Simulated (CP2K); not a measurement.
Methoxyketene has these distinct C atoms: C1 (bonded to O and 3 H), C3 (bonded to C, O and H) and C4 (bonded to C and O).

```xyz
9

C    -1.3837    0.4085   -0.1635
O     0.0125    0.7325   -0.1537
C     0.8087   -0.3776    0.1282
C     2.1278   -0.2645    0.1694
O     3.3059   -0.1817    0.2104
H    -1.9074    1.3403   -0.4017
H    -1.7146    0.0417    0.8225
H    -1.6105   -0.3477   -0.9335
H     0.3614   -1.3515    0.3218
```

Their partial C K spectra (CP2K XAS_TDP, all-electron GAPW, PBEh(45%), aug-cc-pVDZ, TDA, GW2X-corrected core level, no relativity) are given in random order, each times the number of alike atoms.

Gaussian full width 0.5 eV, oscillator strength per eV, alike atoms added, rows of zeros left out:

```csv
E (eV),curve 1,curve 2,curve 3
287.75,0.001,0.000,0.000
288.00,0.023,0.001,0.000
288.25,0.102,0.007,0.000
288.50,0.115,0.011,0.000
288.75,0.033,0.005,0.000
289.00,0.002,0.000,0.000
289.75,0.000,0.001,0.000
290.00,0.000,0.015,0.000
290.25,0.000,0.066,0.004
290.50,0.000,0.074,0.025
290.75,0.000,0.021,0.043
291.00,0.000,0.003,0.019
291.25,0.000,0.007,0.002
291.50,0.000,0.010,0.000
291.75,0.012,0.004,0.001
292.00,0.077,0.006,0.003
292.25,0.121,0.021,0.020
292.50,0.048,0.023,0.078
292.75,0.005,0.013,0.087
293.00,0.000,0.010,0.038
293.25,0.000,0.016,0.015
293.50,0.000,0.012,0.014
293.75,0.000,0.005,0.014
294.00,0.001,0.004,0.015
294.25,0.001,0.012,0.007
294.50,0.000,0.031,0.006
294.75,0.000,0.040,0.027
295.00,0.000,0.029,0.057
295.25,0.002,0.032,0.062
295.50,0.003,0.038,0.047
295.75,0.002,0.018,0.024
296.00,0.003,0.015,0.013
296.25,0.006,0.027,0.009
296.50,0.006,0.030,0.006
296.75,0.006,0.016,0.005
297.00,0.003,0.007,0.002
297.25,0.001,0.008,0.000
297.50,0.002,0.023,0.002
297.75,0.002,0.030,0.003
298.00,0.003,0.020,0.003
298.25,0.003,0.027,0.005
298.50,0.002,0.020,0.003
298.75,0.003,0.009,0.001
299.00,0.003,0.005,0.002
299.25,0.004,0.004,0.013
299.50,0.003,0.006,0.021
```

Q: Which curve belongs to which atom?

Curve 1: C4 (bonded to C and O), leading line at 288.40 eV (f = 0.069 an atom), ionisation energy 296.28 eV, term value 7.88 eV. Curve 2: C3 (bonded to C, O and H), leading line at 290.40 eV (f = 0.045 an atom), ionisation energy 293.56 eV, term value 3.16 eV. Curve 3: C1 (bonded to O and 3 H), leading line at 290.72 eV (f = 0.023 an atom), ionisation energy 294.22 eV, term value 3.50 eV. The leading line of an atom is its first one with 35 % of the strongest within 2.5 eV of its lowest line over the strength cut. A line lies at the core ionisation energy, which rises as an atom loses charge to its neighbours or to a π system, less the term value, which is large for a low π* or σ* orbital with weight on that atom.

[Banner, clock and machine lines of the logs are left out without a mark of their own.]

[Logs are printed without paths, hosts, clocks, repeated set-up lines and the standing remarks that a program may print on its own settings, such as how far it seeks lower states.]

[Hosts, paths, dates, database ids (printed as entryN), source tags and the programs' standing remarks are cut or masked in the printed files.]
